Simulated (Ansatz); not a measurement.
# A thicker film of SrTiO3 (001), TiO2 faces from four thinner ones

In a field along its normal an insulating film takes a dipole p. Written as a length, p/(ε₀AE), it should grow by 1 − 1/ε for each ångström added.

How it was computed: Ansatz 0.2.0, plane waves with PAW datasets (its set soft_2), PBE; perovskite films relaxed at a bulk in-plane lattice constant near the measured one, then held in weak fields of both signs with a dipole correction (A is the cell's area, E the outer field).

| run | distance between the outer atoms (Å) | p/(ε₀AE) (Å) |
| --- | --- | --- |
| 2 units | 7.872 | 8.489 |
| 3 units | 11.834 | 11.793 |
| 4 units | 15.792 | 15.107 |
| 5 units | 19.749 | 18.426 |
| 6 units | 23.704 | ? |

**Question.** What value belongs in the row marked “?”, and how far can the other rows tell?

A least-squares line through the 4 rows shown has slope 0.8367 and intercept 1.8975; no row lies more than 0.006 Å off it. That slope means ε = 1/(1 − 0.8367) = 6.12. At 23.704 it gives 0.8367 × 23.704 + 1.8975 = 21.731 Å, beyond the rows fitted. Rounding and scatter of the rows alone allow about ±0.010 Å there.

The run itself gives 21.745 Å: a miss of +0.014 Å, or 0.1 % of the value. The length is met to within 1 %, though ε is more sensitive than the length: the two thickest films give ε = 6.22.

Caveats: This is the electronic response alone. A unit is one step of the cut along the normal (a plane, a pair of planes or a cell), and the layers relax along it, away from their bulk spacing where the functional's lattice constant differs from the one held.
